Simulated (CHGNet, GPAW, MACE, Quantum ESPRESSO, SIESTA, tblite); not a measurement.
# GPAW on random packing of Si18Te82 (at. %) (65 atoms): settings against a plane-wave reference

Aim: run random packing of Si18Te82 (at. %) (65 atoms) in GPAW and see how near its forces come to a plane-wave reference, and at what cost.

Calculated with GPAW 26.7.0; the method is named at each step.

**1. The starting structure**

The cell holds 65 atoms: 12 Si and 53 Te. Cell: a = 12.970 Å, b = 12.970 Å, c = 12.970 Å, α = 90.0°, β = 90.0°, γ = 90.0°. 65 atoms (12 Si, 53 Te) packed at random in a cube at 5.4 g/cm³ and pushed apart as soft spheres; a start for melting by ab initio MD, not an equilibrated structure. Then every atom was moved at random, 0.02 Å r.m.s. a Cartesian component.

The yardstick, on the same geometry:

```
method                 : Kohn-Sham DFT, PBE, SSSP efficiency 1.3.0 pseudopotentials, plane waves (Quantum ESPRESSO 7.5); sssp-pbe-1.3.0-efficiency, cutoffs 45/360 Ry, Γ point
r.m.s. force component : 1.092 eV/Å
longest force          : 4.868 eV/Å
pressure               : 4.592 GPa
time                   : 3.3 min on 4 MPI ranks of Arm Neoverse V1, shared host
CPU time               : 13 min
```

**2. PBE, LCAO dzp, h 0.2 Å**

Method: Kohn-Sham DFT, PBE, PAW, atomic orbitals (dzp).

File run.py:

```python
import numpy as np
from ase.io import read
from gpaw import GPAW, FermiDirac

atoms = read("structure.xyz")
atoms.calc = GPAW(
    mode="lcao",
    basis="dzp",
    h=0.2,
    xc="PBE",
    kpts={"size": (1, 1, 1), "gamma": True},
    occupations=FermiDirac(0.05),
    maxiter=200,
    symmetry={"point_group": False},
    txt="gpaw.txt",
)
energy = atoms.get_potential_energy(force_consistent=True)
forces = atoms.get_forces()
print(f"energy {energy:.6f} eV")
print("forces (eV/A)")
for i, (a, f) in enumerate(zip(atoms, forces)):
    print(f"{i:4d} {a.symbol:2s} {f[0]:10.5f} {f[1]:10.5f} {f[2]:10.5f}")
print(f"Fermi level {atoms.calc.get_fermi_level():.4f} eV")
for k in range(len(atoms.calc.get_ibz_k_points())):
    for s in range(atoms.calc.get_number_of_spins()):
        e = atoms.calc.get_eigenvalues(kpt=k, spin=s)
        n = np.searchsorted(e, atoms.calc.get_fermi_level())
        print(f"k {k} spin {s} levels about the Fermi level:", np.round(e[max(n - 6, 0):n], 4).tolist(), "|", np.round(e[n:n + 6], 4).tolist())
```

File structure.xyz:

```xyz
65
Lattice="12.97040 0.00000 0.00000 0.00000 12.97040 0.00000 0.00000 0.00000 12.97040" Properties=species:S:1:pos:R:3 pbc="T T T"
Si 3.12068 12.13926 9.63000
Si 6.08467 0.98316 9.45127
Si 8.05864 0.11725 11.15351
Si 5.38012 1.66086 2.55841
Si 2.33091 6.57846 0.97823
Si 10.93833 3.86933 4.90398
Si 8.35631 5.81658 4.88400
Si 2.21664 8.94958 7.78457
Si 12.26273 8.19081 3.36400
Si 7.33424 10.76738 6.00867
Si 0.60170 3.69164 5.70633
Si 4.84769 10.02430 7.56421
Te 8.09807 0.39080 6.73903
Te 7.14487 7.17159 1.06617
Te 12.92630 10.50836 5.04821
Te 3.07035 0.80715 12.64264
Te 10.83275 1.83492 9.55387
Te 0.34994 0.48380 6.55174
Te 3.09487 2.99046 7.26770
Te 8.93725 6.97133 11.52913
Te 1.60275 10.91200 0.68575
Te 7.00453 5.08984 2.73624
Te 2.27903 11.70773 7.18495
Te 12.35573 6.76303 11.71201
Te 11.77401 12.11876 10.47204
Te 10.83340 6.82451 9.38525
Te 1.63518 5.09516 11.80397
Te 6.46276 8.47616 11.04702
Te 1.74205 6.99442 9.63947
Te 12.95497 6.58507 7.06225
Te 11.51227 1.47084 3.07839
Te 4.11655 2.98397 9.90744
Te 9.10444 12.49581 0.65851
Te 9.83507 12.25353 8.65385
Te 6.23760 3.67828 5.54965
Te 9.34868 5.40399 7.26355
Te 10.28695 9.60886 9.94064
Te 3.38177 11.33782 3.51420
Te 7.45487 10.57062 9.26930
Te 9.30211 8.77383 5.74277
Te 1.38576 3.17541 0.94762
Te 5.27597 9.37993 4.38503
Te 0.16252 12.39361 2.42391
Te 6.96355 11.11810 12.55587
Te 4.25377 0.90533 5.23330
Te 4.94886 6.08156 7.85993
Te 6.11775 1.40249 12.48077
Te 8.61844 0.29235 3.64001
Te 2.45128 5.05482 4.48400
Te 8.10417 7.89301 9.04621
Te 4.09955 7.70987 2.62300
Te 8.64866 2.64557 2.01845
Te 10.26828 5.82462 0.98964
Te 10.14182 10.17982 1.88149
Te 2.30056 1.82182 2.94675
Te 8.07252 4.58581 9.54621
[... 5 atom lines left out ...]
Te 11.76636 3.98775 10.80862
Te 4.52304 4.07763 0.19961
Te 1.41935 2.53416 9.91198
Te 8.97591 2.92534 12.36377
```

Command:

```console
$ OMP_NUM_THREADS=1 python run.py > output.txt
```

Output:

```text
energy -165.598374 eV
forces (eV/A)
   0 Si    0.90064    0.07639    0.08288
   1 Si   -0.19564   -0.32949    0.35921
   2 Si    0.38304    0.68518   -0.97526
   3 Si   -0.60864    0.18433    0.53449
   4 Si    0.13895   -0.01014   -0.04621
   5 Si    0.45683    0.08309    0.11177
   6 Si    0.31616    0.12767    0.18409
   7 Si    0.85011   -0.09018   -0.42133
   8 Si    0.00108    0.74000    0.31691
   9 Si    0.11542   -0.34416    0.36554
  10 Si   -0.73260    0.86882   -0.09759
  11 Si   -0.21092   -0.36067    0.10509
  12 Te   -1.39361    0.40014   -0.59312
  13 Te   -0.01664    0.99238    0.16003
  14 Te   -1.50340   -0.29809   -0.24912
  15 Te   -0.72537    0.81016   -0.34231
  16 Te   -0.52953   -0.22593   -1.10412
  17 Te   -1.25111    1.38524   -0.47595
  18 Te   -0.28176    0.32527   -1.16651
  19 Te    0.54185   -1.27854    3.35077
  20 Te   -0.42119   -0.89045   -0.55976
  21 Te   -1.11360   -0.43700    0.27188
  22 Te    1.27238   -0.57160    0.40931
  23 Te   -0.76796   -0.17940    2.37858
[...]
57 Te    0.51547    1.20648   -0.44645
  58 Te   -3.43722   -1.40977    3.46203
  59 Te   -0.56261   -1.39681   -0.28796
  60 Te   -1.06864   -0.61384    0.23599
  61 Te   -0.17249    0.29466    0.88486
  62 Te    0.01199    0.28622    0.36156
  63 Te   -1.14166   -1.10925    0.05698
  64 Te    0.46775    0.49407   -1.53452
Fermi level 5.0657 eV
k 0 spin 0 levels about the Fermi level: [4.8429, 4.9246, 4.9378, 4.9718, 5.0073, 5.0483] | [5.0936, 5.1149, 5.1443, 5.202, 5.2321, 5.2678]
```

gpaw.txt:

```text
Input parameters:
  mode=LCAO(),
  basis={'default': 'dzp'},
  h=0.2,
  kpts=MonkhorstPack(size=(1, 1, 1), gamma=True),
  maxiter=200,
  occupations=Occupations(name='fermi-dirac', width=0.05, fixmagmom=False),
  symmetry=Symmetry(point_group=False),
  xc=XC(name='PBE')
Unit cell  # Å
| periodic |         x |         y |         z |   lengths |    angles |
|----------|-----------|-----------|-----------|-----------|-----------|
|      yes | 12.970400 |  0.000000 |  0.000000 | 12.970400 | 90.000000 |
|      yes |  0.000000 | 12.970400 |  0.000000 | 12.970400 | 90.000000 |
|      yes |  0.000000 |  0.000000 | 12.970400 | 12.970400 | 90.000000 |
Number of symmetries: 1
Symmetry operations  # r_c * U_cc + t_c -> r_c
|   | kind |            matrix            |
|---|------|------------------------------|
| 0 |  E   |  1, 0, 0,  0, 1, 0,  0, 0, 1 |
BZ-sampling:
  Number of BZ points: 1
  Number of IBZ points: 1
  Monkhorst-Pack size: [1, 1, 1]
  Monkhorst-Pack shift: [0, 0, 0]
[... lines left out ...]
  Fermi-Dirac:
[... lines left out ...]
xc functional:
  name: PBE with 2 nearest neighbor stencil
interpolation: tri-quintic # 5. degree polynomial
Initialization done in: 12.736 s
convergence criteria:
- Maximum [total energy] change in last 3 cyles: 0.0005 eV / valence electron
- Maximum integral of absolute [dens]ity change: 0.0001 electrons / valence electron
- Maximum integral of absolute [eigenst]ate change: 4e-08 eV^2 / valence electron
maximum number of iterations: 200
SCF iterations
|iter     |      energy | eigst |  dens |
|---------|-------------|-------|-------|
|iter:   1| -174.862404 |      c|       |
|iter:   2| -170.745507 |      c| -1.07 |
|iter:   3| -169.053326 |      c| -1.16 |
|iter:   4| -166.789921 |      c| -1.25 |
|iter:   5| -168.141368 |      c| -1.42 |
|iter:   6| -165.916733 |      c| -1.38 |
|iter:   7| -165.475752 |      c| -1.70 |
|iter:   8| -165.453694 |      c| -2.03 |
|iter:   9| -165.397090c|      c| -2.10 |
|iter:  10| -165.386786c|      c| -2.33 |
|iter:  11| -165.392558c|      c| -2.50 |
[...]
|iter:  19| -165.373491c|      c| -3.78 |
|iter:  20| -165.373537c|      c| -3.92 |
|iter:  21| -165.373539c|      c| -4.11c|
Converged in 21 steps
SCF loop duration: 143.145 s (6.816 s/step)
Energy contributions relative to reference atoms: (reference = -9888542.352996)
Energy contributions:
  Kinetic:        1025.870398
  Coulomb:        -927.186546
  Zero:              1.680903
  External:          0.000000
  Xc:             -265.513460
  Entropy:          -0.449669
  Spinorbit:         0.000000
  ----------------------------
  Free energy:    -165.598374
  Extrapolated:   -165.373539
dipole moment: (16.460128, -57.340247, -7.505283)  # |e|*Ang
Fermi level: 5.066
Eigenvalues  # (at kpt = [0.000, 0.000, 0.000])
| band index |      eig [eV] | occ [0-2] |
|------------|---------------|-----------|
|          0 |       -10.607 |     2.000 |
|        ... |               |           |
|        175 |         4.767 |     1.995 |
|        176 |         4.822 |     1.985 |
[...]
|        190 |         5.336 |     0.009 |
|        ... |               |           |
|        223 |         6.955 |     0.000 |
Gap: 0.045 eV
Transition (v -> c):
  (s=0, k=0, n=182, [0.00, 0.00, 0.00]) -> (s=0, k=0, n=183, [0.00, 0.00, 0.00])
No difference between direct/indirect transitions
Force computation time: 13.043  # s
timing:  # [seconds]
  Total:  168.955  # ━━━━━━━━━━━━━━━━━━━━━━━━━━━━━━━━━━━━━━━━━━━━━━━━━━━━━━━━
  Init:    12.736  # ━━━━
  SCF:    143.145  # ━━━━━━━━━━━━━━━━━━━━━━━━━━━━━━━━━━━━━━━━━━━━━━━╸
  Forces:  13.043  # ━━━━╸
```

Run time: 2.8 min. Hardware: 1 thread of Arm Neoverse V1, shared host; peak memory 1.7 GiB.

Banners, paths, timers and routine set-up lines are dropped from the logs unmarked, and long logs keep their key lines alone; longer cuts are marked.

Numbers from this run, and their distance from the reference:

* r.m.s. force component: 1.278 eV/Å
* r.m.s. difference of force components: 214.4 meV/Å
* longest difference of force vectors: 796.2 meV/Å
* force difference over r.m.s. force: 19.64 %
* slope of forces against the reference's: 1.166
* correlation of force components: 0.996

Length of the force difference by element (eV/Å):

```csv
element,atoms,mean,most
Si,12,0.13,0.23
Te,53,0.37,0.80
```

Local excerpt of 9 atoms (numbers count through the whole input) about Si5, which has 3 bonded neighbours where the commonest count for Si is 1; x, y, z are measured from there.

```csv
atom,x,y,z,distance (Å),bonds,Fx,Fy,Fz (eV/Å)
Si5,0.00,0.00,0.00,0.00,3,0.14,-0.01,-0.05
Te51,1.77,1.13,1.64,2.67,3,1.49,-2.22,-1.87
Te27,-0.70,-1.48,-2.14,2.70,4,1.78,-0.88,-0.03
Te61,2.12,0.34,-1.83,2.83,2,-1.07,-0.61,0.24
Te63,2.19,-2.50,-0.78,3.42,0,0.01,0.29,0.36
Te41,-0.95,-3.40,-0.03,3.53,2,-2.03,0.44,-1.24
Te57,-0.40,2.27,2.83,3.65,4,-2.31,-0.87,1.18
Te24,-2.95,0.18,-2.24,3.70,3,-0.77,-0.18,2.38
Te49,0.12,-1.52,3.51,3.82,1,-0.37,-0.58,-0.29
```

Atoms are counted from 1 here, from 0 in the log.

Forces lie 20 % from the reference's, at 0.22 times its CPU time (on 1 against 4 cores).

The difference per atom is largest on Te (0.37 eV/Å on average, against 0.13 on Si).

**3. PBE, LCAO sz(dzp), h 0.2 Å**

Method: Kohn-Sham DFT, PBE, PAW, atomic orbitals (sz(dzp)).

Edit run.py of step 2 so:

```diff
@@ -7,3 +7,3 @@
     mode="lcao",
-    basis="dzp",
+    basis="sz(dzp)",
     h=0.2,
```

structure.xyz is that of step 2.

Output:

```text
energy -134.002174 eV
forces (eV/A)
   0 Si    1.23570    0.31599    1.22201
   1 Si   -0.13387   -0.53805   -0.28529
   2 Si    1.28311    1.09756   -2.05524
   3 Si   -0.50042    0.36136    0.50978
   4 Si   -0.48655    0.03474    0.56607
   5 Si    0.16004    0.08144    0.05204
   6 Si    0.54743    0.72578    0.10162
   7 Si    0.64384   -0.31496   -0.66801
   8 Si   -0.91351    0.05687   -0.08980
   9 Si   -0.12837   -0.41335    0.22295
  10 Si   -1.33573    0.33034    0.38402
  11 Si    0.01237   -0.44624    0.20804
  12 Te   -1.49791    1.26002   -0.72658
  13 Te   -0.00938    1.76626   -0.11342
  14 Te   -1.80550    0.31762    0.37930
  15 Te   -1.30083    1.19079   -0.72566
  16 Te   -0.65144   -0.11589   -1.50079
  17 Te   -2.06707    2.00261   -0.76202
  18 Te   -0.27154    0.47161   -1.73659
  19 Te    0.82495   -1.64953    4.67107
  20 Te   -0.39930   -1.20885   -0.74130
  21 Te   -1.89452   -1.14223   -0.00576
  22 Te    1.41884   -0.67099   -0.45478
  23 Te   -1.17486   -0.25787    3.11504
[...]
57 Te    0.56060    1.72919   -0.67953
  58 Te   -4.87134   -2.19719    4.80251
  59 Te   -0.56420   -2.15566   -0.33477
  60 Te   -0.85293   -0.54325   -0.24648
  61 Te   -0.04525    0.35333    1.16507
  62 Te    0.16969    0.26132    0.40982
  63 Te   -2.21178   -1.45313    0.08273
  64 Te    0.68175    0.93838   -2.55427
Fermi level 5.3272 eV
k 0 spin 0 levels about the Fermi level: [5.1245, 5.1936, 5.208, 5.2343, 5.2778, 5.3085] | [5.3398, 5.3724, 5.4105, 5.4718, 5.5129, 5.5205]
```

gpaw.txt:

```text
Input parameters:
  mode=LCAO(),
  basis={'default': 'sz(dzp)'},
  h=0.2,
  kpts=MonkhorstPack(size=(1, 1, 1), gamma=True),
  maxiter=200,
  occupations=Occupations(name='fermi-dirac', width=0.05, fixmagmom=False),
  symmetry=Symmetry(point_group=False),
  xc=XC(name='PBE')
Unit cell  # Å
| periodic |         x |         y |         z |   lengths |    angles |
[... lines left out ...]
  Fermi-Dirac:
[... lines left out ...]
convergence criteria:
- Maximum [total energy] change in last 3 cyles: 0.0005 eV / valence electron
[... lines left out ...]
Converged in 22 steps
[... lines left out ...]
  Free energy:    -134.002174
  Extrapolated:   -133.772674
dipole moment: (15.531303, -56.484285, -8.154827)  # |e|*Ang
Fermi level: 5.327
Eigenvalues  # (at kpt = [0.000, 0.000, 0.000])
| band index |      eig [eV] | occ [0-2] |
|------------|---------------|-----------|
|          0 |       -10.965 |     2.000 |
|        ... |               |           |
|        175 |         5.023 |     1.995 |
|        176 |         5.092 |     1.982 |
[...]
|        190 |         5.597 |     0.009 |
|        ... |               |           |
|        223 |         7.283 |     0.000 |
Gap: 0.031 eV
Transition (v -> c):
  (s=0, k=0, n=182, [0.00, 0.00, 0.00]) -> (s=0, k=0, n=183, [0.00, 0.00, 0.00])
No difference between direct/indirect transitions
Force computation time: 3.313  # s
timing:  # [seconds]
  Total:  83.065  # ━━━━━━━━━━━━━━━━━━━━━━━━━━━━━━━━━━━━━━━━━━━━━━━━━━━━━━━━━
  Init:   11.262  # ━━━━━━━╸
  SCF:    68.461  # ━━━━━━━━━━━━━━━━━━━━━━━━━━━━━━━━━━━━━━━━━━━━━━━
  Forces:  3.313  # ━━╸
```

It took 85 s on 1 thread; peak memory 1.4 GiB.

Numbers from this run, and their distance from the reference:

```yaml
r_m_s_force_component: 1.769 eV/Å
r_m_s_difference_of_force_components: 764.1 meV/Å
longest_difference_of_force_vectors: 2992 meV/Å
force_difference_over_r_m_s_force: 69.98 %
slope_of_forces_against_the_reference_s: 1.567
correlation_of_force_components: 0.9675
```

This is a coarse setting, run to see what it loses.

Against the first run (20 %), the force difference from the reference is 70 %, at 0.50 times the CPU time, with 260 basis functions against 845: the smaller basis costs accuracy.

**4. revPBE, LCAO dzp, h 0.2 Å**

Method: Kohn-Sham DFT, revPBE, PAW, atomic orbitals (dzp).

Edit run.py of step 3 so:

```diff
@@ -7,5 +7,5 @@
     mode="lcao",
-    basis="sz(dzp)",
+    basis="dzp",
     h=0.2,
-    xc="PBE",
+    xc="revPBE",
     kpts={"size": (1, 1, 1), "gamma": True},
```

structure.xyz is that of step 3.

Output:

```text
energy -145.361615 eV
forces (eV/A)
   0 Si    0.93129    0.07044    0.07831
   1 Si   -0.20178   -0.35044    0.36725
   2 Si    0.38935    0.69789   -1.00067
   3 Si   -0.61521    0.18481    0.53981
   4 Si    0.13468   -0.01780   -0.04431
   5 Si    0.46613    0.09248    0.10852
[...]
62 Te    0.01562    0.29658    0.38264
  63 Te   -1.15107   -1.13462    0.04824
  64 Te    0.46836    0.48955   -1.55234
Fermi level 5.1433 eV
k 0 spin 0 levels about the Fermi level: [4.9207, 5.0019, 5.014, 5.0491, 5.0848, 5.1257] | [5.1696, 5.1939, 5.2225, 5.2787, 5.313, 5.3471]
```

gpaw.txt:

```text
Input parameters:
  mode=LCAO(),
  basis={'default': 'dzp'},
  h=0.2,
  kpts=MonkhorstPack(size=(1, 1, 1), gamma=True),
  maxiter=200,
  occupations=Occupations(name='fermi-dirac', width=0.05, fixmagmom=False),
[... lines left out ...]
  Fermi-Dirac:
[... lines left out ...]
convergence criteria:
- Maximum [total energy] change in last 3 cyles: 0.0005 eV / valence electron
[... lines left out ...]
Converged in 21 steps
[... lines left out ...]
  Free energy:    -145.361615
[... lines left out ...]
Fermi level: 5.143
[... lines left out ...]
|        ... |               |           |
|        223 |         7.042 |     0.000 |
Gap: 0.044 eV
Transition (v -> c):
  (s=0, k=0, n=182, [0.00, 0.00, 0.00]) -> (s=0, k=0, n=183, [0.00, 0.00, 0.00])
No difference between direct/indirect transitions
Force computation time: 13.066  # s
timing:  # [seconds]
  Total:  170.356  # ━━━━━━━━━━━━━━━━━━━━━━━━━━━━━━━━━━━━━━━━━━━━━━━━━━━━━━━━
  Init:    11.161  # ━━━╸
  SCF:    146.098  # ━━━━━━━━━━━━━━━━━━━━━━━━━━━━━━━━━━━━━━━━━━━━━━━━
  Forces:  13.066  # ━━━━╸
```

Wall time 2.9 min (1 thread); peak memory 1.7 GiB.

Against the reference:

- r.m.s. force component: 1.295 eV/Å
- r.m.s. difference of force components: 230.6 meV/Å
- longest difference of force vectors: 864.3 meV/Å
- force difference over r.m.s. force: 21.12 %
- slope of forces against the reference's: 1.181
- correlation of force components: 0.9958

Against the first run (20 %), the force difference from the reference is 21 %, at 1.0 times the CPU time; the model has changed, so this is no error of the program alone.

The difference per atom is largest on Te (0.40 eV/Å on average, against 0.14 on Si).

**5. All runs compared**

Differences are against the plane-wave reference, forces as r.m.s. over components; share is that over the reference's r.m.s. force, slope the least-squares factor from reference forces to these. Total energies of different programs have different zeros and aren't compared.

```csv
run,"Δ force, r.m.s. (meV/Å)",share (%),slope,cores,CPU time,memory (GiB)
reference,-,-,-,4,13 min,4.5
"GPAW PBE, LCAO dzp, h 0.2 Å",214,19.6,1.166,1,2.8 min,1.7
"GPAW PBE, LCAO sz(dzp), h 0.2 Å (coarse)",764,70.0,1.567,1,85 s,1.4
"GPAW revPBE, LCAO dzp, h 0.2 Å",231,21.1,1.181,1,2.9 min,1.7
```

Rows marked coarse were listed beforehand as settings not expected to be converged; some can still land near the reference.

CPU time is summed over cores on a shared host, where runs went side by side, so it is rough. Symmetry, cutoffs, thresholds, outputs and thread counts weren't matched or tuned between programs; memory under MPI is the largest rank's times the ranks.

A second geometry, displaced anew (every atom was moved at random, 0.04 Å r.m.s. a Cartesian component), gives an energy difference that all programs can be tested on. The reference puts it at -14.53 meV/atom.

```csv
run,energy less the first geometry's (meV/atom),error (meV/atom),force share at the second geometry (%)
"GPAW PBE, LCAO dzp, h 0.2 Å",-16.81,-2.28,21.5
"GPAW PBE, LCAO sz(dzp), h 0.2 Å",-21.16,-6.62,75.0
"GPAW revPBE, LCAO dzp, h 0.2 Å",-17.05,-2.51,23.0
```

**6. What came out**

```json
{"nearest in forces": "GPAW PBE, LCAO dzp, h 0.2 Å, 20 %", "its CPU time": "2.8 min"}
```

In words: The PBE run in local orbitals, coarse settings apart, differs by 20 % (GPAW PBE, LCAO dzp, h 0.2 Å); basis, grid and potentials can all enter. Rows with another functional or a dispersion term differ by 21 % (GPAW revPBE, LCAO dzp, h 0.2 Å), which mixes the change of model with differences of basis and potentials. Runs with settings chosen to be coarse differ by 70 % (GPAW PBE, LCAO sz(dzp), h 0.2 Å), their programs' other errors included. Of the electronic-structure runs that take under half the reference's CPU time, GPAW PBE, LCAO dzp, h 0.2 Å comes nearest, at 20 % in 2.8 min against 13 min. GPAW PBE, LCAO sz(dzp), h 0.2 Å stiffens the forces by a factor of 1.57 while following their directions (correlation 0.967); the slopes of the 3 GPAW runs lie between 1.17 and 1.57. The energy difference between the two geometries, -14.5 meV/atom in the reference, is met best by GPAW PBE, LCAO dzp, h 0.2 Å (-2.28) and worst by GPAW PBE, LCAO sz(dzp), h 0.2 Å (coarse) (-6.62). The reference's pressure of 4.6 GPa belongs to a cell and atoms that aren't relaxed at this level. The electronic-structure runs sample only Γ, in a cell whose shortest periodic width is 13 Å, which is coarse for a cell with partly filled levels. Spin–orbit coupling is left out, which matters for the levels of the heavy elements.

[Also dropped from logs without a mark: logging warnings of Python, and SIESTA's first energy breakdown and zero terms.]

[Logs are printed without paths, hosts, clocks, repeated set-up lines and the standing remarks that a program may print on its own settings, such as how far it seeks lower states.]

[Hosts, paths, dates, database ids (printed as entryN), source tags and the programs' standing remarks are cut or masked in the printed files.]
